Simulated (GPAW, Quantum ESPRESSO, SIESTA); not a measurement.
# SIESTA runs on C(100)/AlN(10-10) interface (192 atoms)

Wanted: SIESTA inputs and outputs for C(100)/AlN(10-10) interface (192 atoms), checked against a plane-wave reference.

Method: the method is named at each step, in SIESTA 5.4.2.

### Step 1. The structure

The cell holds 192 atoms: 136 C, 28 Al and 28 N. Its edges and angles: a = 13.619 Å, b = 7.974 Å, c = 13.873 Å, α = 90.0°, β = 90.0°, γ = 86.1°. It derives from C. Diamond-structure C(100), 4 repeat layers, 17 surface cells, strained +0.26 and -0.02 %; wurtzite AlN(10-10), 2 layers, 7 cells, -0.26 and +0.02 %; outer planes 1.98 Å apart and 2.06 Å at the second interface of the periodic stack; not relaxed, displaced by a Gaussian of 0.02 Å. Then every atom was moved at random, 0.05 Å r.m.s. a Cartesian component. Regions: C, 136 atoms (136 C); AlN, 56 atoms (28 Al and 28 N). The structure's axis is c.

The yardstick, on the same geometry:

```
method                 : Kohn-Sham DFT, PBE, SSSP efficiency 1.3.0 pseudopotentials, plane waves (Quantum ESPRESSO 7.5); sssp-pbe-1.3.0-efficiency, cutoffs 60/480 Ry, Γ point
r.m.s. force component : 2.076 eV/Å
longest force          : 8.026 eV/Å
pressure               : -2.182 GPa
time                   : 13 min on 4 MPI ranks of Arm Neoverse V2, shared host
CPU time               : 51 min
```

### Step 2. PBE, DZP, shift 0.01 Ry, mesh 500 Ry

Method: Kohn-Sham DFT, PBE, PseudoDojo 0.4.1 norm-conserving pseudopotentials (converted to PSML), numerical atomic orbitals (DZP), diagonalisation.

The .psml files are PseudoDojo norm-conserving potentials that we converted to this format, checked against plane waves on the same files for H, C, O, Si, Ge and Ca alone.

Input file input.fdf:

```
SystemLabel cell
NumberOfAtoms 192
NumberOfSpecies 3
%block ChemicalSpeciesLabel
  1 6 C
  2 13 Al
  3 7 N
%endblock ChemicalSpeciesLabel
LatticeConstant 1.0 Ang
%block LatticeVectors
  13.61860 0.00000 0.00000
  0.54426 7.95561 0.00000
  0.00000 0.00000 13.87303
%endblock LatticeVectors
PAO.BasisSize DZP
PAO.EnergyShift 0.01 Ry
XC.Functional GGA
XC.Authors PBE
MeshCutoff 500 Ry
%block kgrid_Monkhorst_Pack
  1 0 0 0.0
  0 1 0 0.0
  0 0 1 0.0
%endblock kgrid_Monkhorst_Pack
SolutionMethod diagon
OccupationFunction FD
ElectronicTemperature 580 K
SCF.Mixer.Method Pulay
SCF.Mixer.Weight 0.05
SCF.Mixer.History 8
SCF.Mix Hamiltonian
MaxSCFIterations 300
SCF.DM.Tolerance 1e-04
SCF.H.Tolerance 1.0e-3 eV
WriteForces T
Write.HirshfeldPop T
Write.VoronoiPop T
Write.DM F
Write.H F
XML.Write F
AtomicCoordinatesFormat Fractional
%block AtomicCoordinatesAndAtomicSpecies
  0.99767 0.00111 0.99425 1
  0.84920 0.27100 0.06981 1
  0.94860 0.20562 0.13003 1
  0.91286 0.06079 0.18657 1
  0.82046 0.12762 0.25598 1
  0.02738 0.15074 0.31732 1
  0.94128 0.20957 0.38219 1
  0.90861 0.06128 0.45207 1
  0.40826 0.07872 0.00344 1
  0.26753 0.32593 0.06781 1
  0.34871 0.26428 0.13343 1
  0.31979 0.11812 0.19686 1
  0.24341 0.16708 0.25590 1
  0.44396 0.21419 0.32477 1
  0.34772 0.27254 0.38780 1
  0.32421 0.12412 0.44061 1
  0.23369 0.17115 0.00074 1
  0.09042 0.44108 0.05660 1
  0.17759 0.38959 0.13224 1
  0.15516 0.23328 0.19455 1
  0.06405 0.30154 0.25600 1
  0.26018 0.32190 0.31803 1
  0.17581 0.38210 0.38367 1
  0.14967 0.23411 0.45453 1
  0.05626 0.29448 0.99159 1
  0.89926 0.56559 0.06174 1
  0.99668 0.49491 0.13041 1
  0.96840 0.35153 0.18880 1
  0.88490 0.42109 0.25880 1
  0.09443 0.44911 0.32506 1
  0.99797 0.49491 0.38533 1
  0.96786 0.36119 0.45200 1
  0.82461 0.11564 0.99760 1
  0.67627 0.38682 0.06372 1
  0.75726 0.33340 0.12287 1
  0.73496 0.17884 0.19167 1
  0.64597 0.23174 0.25874 1
  0.85301 0.26268 0.32837 1
  0.77062 0.32086 0.38441 1
  0.73247 0.18531 0.45093 1
  0.64636 0.24679 0.99619 1
  0.50134 0.50593 0.06172 1
  0.58664 0.43956 0.12791 1
  0.56499 0.28907 0.19889 1
  0.47003 0.35918 0.25779 1
  0.67351 0.39438 0.32722 1
  0.58425 0.44532 0.38693 1
  0.55705 0.29993 0.44969 1
  0.46777 0.34580 0.99900 1
  0.32517 0.61480 0.06434 1
  0.41838 0.56310 0.13095 1
  0.38393 0.40505 0.19437 1
  0.30362 0.46655 0.25308 1
  0.50277 0.50444 0.32324 1
  0.41420 0.54492 0.38010 1
  0.38218 0.41042 0.44944 1
[... 132 atom lines left out ...]
  0.83966 0.57146 0.78643 2
  0.87553 0.75571 0.84301 3
  0.77006 0.92766 0.84342 2
  0.65742 0.83097 0.79041 3
%endblock AtomicCoordinatesAndAtomicSpecies
```

Command:

```bash
$ OMP_NUM_THREADS=1 mpirun -np 4 siesta < input.fdf > output.txt
```

Log:

```text
Version         : 5.4.2
reinit: System Name:
reinit: System Label: cell
initatom: Reading input for the pseudopotentials and atomic orbitals ----------
Species number:   1 Atomic number:    6 Label: C
Species number:   2 Atomic number:   13 Label: Al
Species number:   3 Atomic number:    7 Label: N
Ground state valence configuration (from tables):   2s02  2p02  3d00  4f00
Ground state valence configuration (from tables):   3s02  3p01  3d00  4f00
Ground state valence configuration (from tables):   2s02  2p03  3d00  4f00
---- Processing specs for species: C
GGA--PBE XC_GGA_X_PBE--XC_GGA_C_PBE pb
---- Processing specs for species: Al
GGA--PBE XC_GGA_X_PBE--XC_GGA_C_PBE pb
---- Processing specs for species: N
GGA--PBE XC_GGA_X_PBE--XC_GGA_C_PBE pb
C pseudopotential only contains V_ls up to l=1 -- lmxkb reset.
Al pseudopotential only contains V_ls up to l=2 -- lmxkb reset.
N pseudopotential only contains V_ls up to l=1 -- lmxkb reset.
Using PAO.SplitTailNorm
%block ChemicalSpeciesLabel
    1    6 C                       # Species index, atomic number, species label
    2   13 Al                      # Species index, atomic number, species label
    3    7 N                       # Species index, atomic number, species label
%endblock ChemicalSpeciesLabel
%block PAO.Basis                 # Define Basis set
C                     2                    # Species label, number of l-shells
 n=2   0   2                         # n, l, Nzeta
   4.484      3.048
   1.000      1.000
 n=2   1   2 P   1                   # n, l, Nzeta, Polarization, NzetaPol
   5.436      3.692
   1.000      1.000
Al                    2                    # Species label, number of l-shells
 n=3   0   2                         # n, l, Nzeta
   6.130      4.449
   1.000      1.000
 n=3   1   2 P   1                   # n, l, Nzeta, Polarization, NzetaPol
[...]
N                     2                    # Species label, number of l-shells
 n=2   0   2                         # n, l, Nzeta
[...]
1.000      1.000
 n=2   1   2 P   1                   # n, l, Nzeta, Polarization, NzetaPol
   4.781      3.167
   1.000      1.000
%endblock PAO.Basis
coor:   Atomic-coordinates input format  =     Fractional
siesta: System type = bulk
initatomlists: Number of atoms, orbitals, and projectors:    192  2496  1816
siesta: ******************** Simulation parameters ****************************
Total number of electrons:   768.000000
Total ionic charge:   768.000000
 Kpoints in:            1 . Kpoints trimmed:            1
siesta: k-grid: Number of k-points = 1
siesta: k-points from Monkhorst-Pack grid
siesta: k-cutoff (effective) =     3.987 Ang
siesta: k-point supercell and displacements
siesta: k-grid:     1     0     0      0.000
siesta: k-grid:     0     1     0      0.000
siesta: k-grid:     0     0     1      0.000
                     ====================================
                        Single-point calculation
                     ====================================
outcell: Unit cell vectors (Ang):
       13.618600    0.000000    0.000000
        0.544260    7.955610    0.000000
        0.000000    0.000000   13.873030
outcell: Cell vector modules (Ang)   :   13.618600    7.974205   13.873030
outcell: Cell angles (23,13,12) (deg):     90.0000     90.0000     86.0864
outcell: Cell volume (Ang**3)        :   1503.0633
Gamma-point calculation with interaction between periodic images
Some features might not work optimally:
Gamma-point calculation with interaction between periodic images
Some features might not work optimally:
e.g. DM initialization from atomic data
e.g. DM initialization from atomic data
new_DM -- step:     1
Initializing Density Matrix...
Attempting to read DM from file... Failed...
DM filled with atomic data:
InitMesh: MESH = 192 x 108 x 192 = 3981312
InitMesh: Mesh cutoff (required, used) =   500.000   509.334 Ry
stepf: Fermi-Dirac step function
        iscf     Eharris(eV)        E_KS(eV)     FreeEng(eV)     dDmax    Ef(eV) dHmax(eV)
   scf:    1   -31160.681740   -31725.255056   -31725.464315  1.844203 -5.964619 21.530153
   scf:    2   -31821.538135   -31779.412276   -31779.648940  0.132304 -5.930507 15.372959
   scf:    3   -31836.006093   -31823.648885   -31823.891243  0.312632 -5.786791  6.684602
   scf:    4   -31831.438523   -31829.295097   -31829.516503  0.122728 -5.779698  4.529896
   scf:    5   -31837.680350   -31833.746787   -31833.980421  0.031950 -5.751583  3.831500
   scf:    6   -31845.145754   -31840.257647   -31840.511673  0.071250 -5.662174  2.239920
[...]
scf:   25   -31846.019069   -31846.019045   -31846.277282  0.000051 -5.328635  0.001212
   scf:   26   -31846.019050   -31846.019048   -31846.277286  0.000040 -5.328713  0.001039
   scf:   27   -31846.019046   -31846.019047   -31846.277287  0.000020 -5.328739  0.000671
SCF Convergence by DM+H criterion
max |DM_out - DM_in|         :     0.0000200859
max |H_out - H_in|      (eV) :     0.0006710294
SCF cycle converged after 27 iterations
Using DM_out to compute the final energy and forces
siesta: E_KS(eV) =           -31846.0190
siesta: E_KS - E_eggbox =    -31846.0190
siesta: Atomic forces (eV/Ang):
     1    0.885426    2.789387    0.608155
     2    1.751144   -1.003367   -4.758351
     3   -3.886081    0.344001   -2.337070
     4    0.591142    0.567842    3.442131
     5    2.803980   -1.071110    0.001641
     6    1.599346   -0.438810    0.840406
[...]
190    1.163932    1.610332    1.566387
   191   -1.311432   -2.423994    3.093213
   192    0.957596   -0.811426   -0.989942
----------------------------------------
   Tot    0.001587   -0.004023   -0.004970
----------------------------------------
   Max    7.415707
   Res    2.193697    sqrt( Sum f_i^2 / 3N )
----------------------------------------
   Max    7.415707    constrained
Stress tensor Voigt[x,y,z,yz,xz,xy] (kbar):      -24.07      -81.88       32.91        9.39        4.31        1.57
(Free)E + p*V (eV/cell)   -31823.4389
Target enthalpy (eV/cell)   -31846.2773
siesta: Program's energy decomposition (eV):
siesta: Ebs     =    -10296.855064
siesta: Eions   =     55050.573536
siesta: Ena     =     14640.020917
siesta: Ekin    =     21155.712531
siesta: Enl     =     -1160.226816
siesta: DEna    =      -406.915140
siesta: DUscf   =        57.591027
siesta: Ex      =    -10083.366713
siesta: Ec      =      -998.261316
siesta: Exc     =    -11081.628030
siesta: Eharris =    -31846.019046
siesta: Etot    =    -31846.019047
siesta: FreeEng =    -31846.277287
siesta: Final energy (eV):
siesta:  Band Struct. =  -10296.855064
siesta:       Kinetic =   21155.712531
siesta:       Hartree =   18784.471982
siesta:         Exch. =  -10083.366713
siesta:         Corr. =    -998.261316
siesta:   Exch.-corr. =  -11081.628030
siesta:  Ion-electron =  -56922.323555
siesta:       Ion-ion =   -3782.251975
siesta:         Total =  -31846.019047
siesta:         Fermi =      -5.328739
siesta: Stress tensor (static) (eV/Ang**3):
siesta:    -0.015024    0.000977    0.002689
siesta:     0.000977   -0.051103    0.005863
siesta:     0.002689    0.005863    0.020543
siesta: Cell volume =       1503.063313 Ang**3
siesta: Pressure (static):
siesta:                Solid            Molecule  Units
siesta:           0.00016549         -0.00097610  Ry/Bohr**3
siesta:           0.01519455         -0.08962156  eV/Ang**3
siesta:          24.34435761       -143.58957253  kBar
    Orbital volume contribution        =          92.077755 eV
    (Free)E + p_basis*V_orbitals       =      -31754.199533 eV
    (Free)Eharris+ p_basis*V_orbitals  =      -31754.199532 eV
Hirshfeld Atomic Populations:
Atom #   charge [q] valence [e]  Species
     1     0.066159    3.933841  C
     2    -0.015376    4.015376  C
     3     0.010894    3.989106  C
     4     0.007365    3.992635  C
     5     0.002995    3.997005  C
     6     0.015275    3.984725  C
[...]
137     0.270334    2.729666  Al
   138    -0.303544    5.303544  N
   139     0.270833    2.729167  Al
   140    -0.271982    5.271982  N
   141     0.285212    2.714788  Al
   142    -0.227680    5.227680  N
   143     0.320250    2.679750  Al
   144    -0.309100    5.309100  N
   145     0.272470    2.727530  Al
   146    -0.297367    5.297367  N
   147     0.271279    2.728721  Al
   148    -0.258544    5.258544  N
[...]
--------------------
 Total    -0.000034
Voronoi Atomic Populations:
Atom #   charge [q] valence [e]  Species
[...]
134     0.012406    3.987594  C
   135    -0.010433    4.010433  C
   136    -0.117453    4.117453  C
[...]
187     0.370852    2.629148  Al
   188    -0.315876    5.315876  N
   189     0.387597    2.612403  Al
   190    -0.319846    5.319846  N
   191     0.415370    2.584630  Al
   192    -0.398123    5.398123  N
--------------------
 Total    -0.000034
```

Elapsed: 11 min, on 4 MPI ranks of Arm Neoverse V2, shared host; peak memory 5.2 GiB; 43 min of CPU time.

Banners, paths, timers and routine set-up lines are dropped from the logs unmarked, and long logs keep their key lines alone; longer cuts are marked.

Against the reference:

* r.m.s. force component: 2.194 eV/Å
* r.m.s. difference of force components: 192.1 meV/Å
* longest difference of force vectors: 856.2 meV/Å
* force difference over r.m.s. force: 9.253 %
* slope of forces against the reference's: 1.054
* correlation of force components: 0.9975
* pressure: 2.434 GPa
* pressure difference: 4.616 GPa

This run lies far from the reference in forces at the same functional.

Length of the force difference by element (eV/Å):

| element | atoms | mean | most |
| --- | --- | --- | --- |
| Al | 28 | 0.12 | 0.24 |
| C | 136 | 0.35 | 0.86 |
| N | 28 | 0.11 | 0.20 |

A closer look about C79, which bears the longest force: 13 atoms, nearest first, numbered in the order of the input, with positions taken from that point.

```
atom      x      y      z  distance (Å)  bonds  Hirshfeld charge (e)     Fx     Fy  Fz (eV/Å)
 C79   0.00   0.00   0.00          0.00      4                 -0.02   4.15  -4.35       6.31
 C86  -1.08   0.35  -0.76          1.37      4                  0.00  -4.95   2.97      -6.30
C120   0.54   1.11   0.95          1.56      3                 -0.07   0.29  -0.26      -1.69
 C78   1.19  -0.63  -0.83          1.58      4                  0.01   1.02   6.46       0.35
 C80  -0.51  -1.27   0.92          1.65      3                 -0.05   1.27   1.86       0.47
C119   0.98   2.25  -0.06          2.46      4                 -0.02  -0.45   1.45       5.88
C117  -0.65   1.52  -1.81          2.46      4                  0.00   1.43   1.63       2.58
 C29   0.75  -1.63  -1.69          2.47      4                  0.01  -2.87  -5.26      -2.62
 C87  -2.34   0.86   0.06          2.49      4                  0.01   0.73  -0.32       3.35
 C77  -1.60  -0.78  -1.76          2.50      4                  0.00  -3.19   1.63       4.18
 C31   2.33  -1.05   0.06          2.55      4                  0.00   2.08   2.85       2.85
 C69   1.74   0.70  -1.77          2.57      4                  0.00  -3.85  -2.51       0.92
 C39  -0.86  -2.43   0.05          2.58      4                 -0.01  -4.71   1.87       3.99
```

Forces lie 9.3 % from the reference's, at 0.84 times its CPU time.

The difference per atom is largest on C (0.35 eV/Å on average, against 0.12 on Al).

### Step 3. PBE, DZP, shift 0.005 Ry, mesh 500 Ry

Method: Kohn-Sham DFT, PBE, PseudoDojo 0.4.1 norm-conserving pseudopotentials (converted to PSML), numerical atomic orbitals (DZP), diagonalisation.

Changes to input.fdf since step 2:

```diff
@@ -15,3 +15,3 @@
 PAO.BasisSize DZP
-PAO.EnergyShift 0.01 Ry
+PAO.EnergyShift 0.005 Ry
 XC.Functional GGA
```

Log:

```text
Version         : 5.4.2
reinit: System Name:
reinit: System Label: cell
initatom: Reading input for the pseudopotentials and atomic orbitals ----------
Species number:   1 Atomic number:    6 Label: C
Species number:   2 Atomic number:   13 Label: Al
Species number:   3 Atomic number:    7 Label: N
Ground state valence configuration (from tables):   2s02  2p02  3d00  4f00
Ground state valence configuration (from tables):   3s02  3p01  3d00  4f00
Ground state valence configuration (from tables):   2s02  2p03  3d00  4f00
---- Processing specs for species: C
GGA--PBE XC_GGA_X_PBE--XC_GGA_C_PBE pb
---- Processing specs for species: Al
GGA--PBE XC_GGA_X_PBE--XC_GGA_C_PBE pb
---- Processing specs for species: N
GGA--PBE XC_GGA_X_PBE--XC_GGA_C_PBE pb
[... lines left out ...]
Total number of electrons:   768.000000
[... lines left out ...]
stepf: Fermi-Dirac step function
        iscf     Eharris(eV)        E_KS(eV)     FreeEng(eV)     dDmax    Ef(eV) dHmax(eV)
[... lines left out ...]
SCF Convergence by DM+H criterion
[... lines left out ...]
SCF cycle converged after 27 iterations
[... lines left out ...]
   Max    7.436160
[... lines left out ...]
   Max    7.436160    constrained
Stress tensor Voigt[x,y,z,yz,xz,xy] (kbar):      -21.81      -80.57       31.90        9.33        4.53        1.12
[... lines left out ...]
siesta: Eharris =    -31846.956787
siesta: Etot    =    -31846.956783
siesta: FreeEng =    -31847.214034
siesta: Final energy (eV):
siesta:  Band Struct. =  -10910.476324
siesta:       Kinetic =   21132.838065
siesta:       Hartree =   18780.527693
siesta:         Exch. =  -10081.464977
siesta:         Corr. =    -998.292036
siesta:   Exch.-corr. =  -11079.757013
siesta:  Ion-electron =  -57507.498845
siesta:       Ion-ion =   -3173.066683
siesta:         Total =  -31846.956783
siesta:         Fermi =      -6.130604
siesta: Stress tensor (static) (eV/Ang**3):
siesta:    -0.013613    0.000699    0.002828
siesta:     0.000699   -0.050288    0.005823
siesta:     0.002827    0.005823    0.019912
siesta: Cell volume =       1503.063313 Ang**3
siesta: Pressure (static):
siesta:                Solid            Molecule  Units
siesta:           0.00015970         -0.00096148  Ry/Bohr**3
siesta:           0.01466290         -0.08827858  eV/Ang**3
siesta:          23.49255021       -141.43788570  kBar
    Orbital volume contribution        =         119.943053 eV
    (Free)E + p_basis*V_orbitals       =      -31727.270981 eV
    (Free)Eharris+ p_basis*V_orbitals  =      -31727.270985 eV
Hirshfeld Atomic Populations:
Atom #   charge [q] valence [e]  Species
     1     0.072778    3.927222  C
     2    -0.017254    4.017254  C
     3     0.008866    3.991134  C
[...]
137     0.298538    2.701462  Al
   138    -0.334142    5.334142  N
   139     0.299217    2.700783  Al
   140    -0.295852    5.295852  N
   141     0.313453    2.686547  Al
   142    -0.252075    5.252075  N
[...]
--------------------
 Total    -0.000064
Voronoi Atomic Populations:
Atom #   charge [q] valence [e]  Species
[...]
135    -0.017133    4.017133  C
   136    -0.111946    4.111946  C
[...]
189     0.415853    2.584147  Al
   190    -0.342289    5.342289  N
   191     0.441253    2.558747  Al
   192    -0.432965    5.432965  N
--------------------
 Total    -0.000064
```

It took 17 min on 4 MPI ranks; peak memory 6.6 GiB.

Against the reference:

| Quantity | Value |
| --- | --- |
| r.m.s. force component | 2.195 eV/Å |
| r.m.s. difference of force components | 205.1 meV/Å |
| longest difference of force vectors | 936.9 meV/Å |
| force difference over r.m.s. force | 9.876 % |
| slope of forces against the reference's | 1.054 |
| correlation of force components | 0.9969 |
| pressure | 2.349 GPa |
| pressure difference | 4.531 GPa |

This run lies far from the reference in forces at the same functional.

Against the first run (9.3 %), the force difference from the reference is 9.9 %, at 1.6 times the CPU time.

The difference per atom is largest on C (0.38 eV/Å on average, against 0.12 on Al).

(Part 1 of 2 ends here.)

[Also dropped from logs without a mark: logging warnings of Python, and SIESTA's first energy breakdown and zero terms.]

[Logs are printed without paths, hosts, clocks, repeated set-up lines and the standing remarks that a program may print on its own settings, such as how far it seeks lower states.]

[Hosts, paths, dates, database ids (printed as entryN), source tags and the programs' standing remarks are cut or masked in the printed files.]
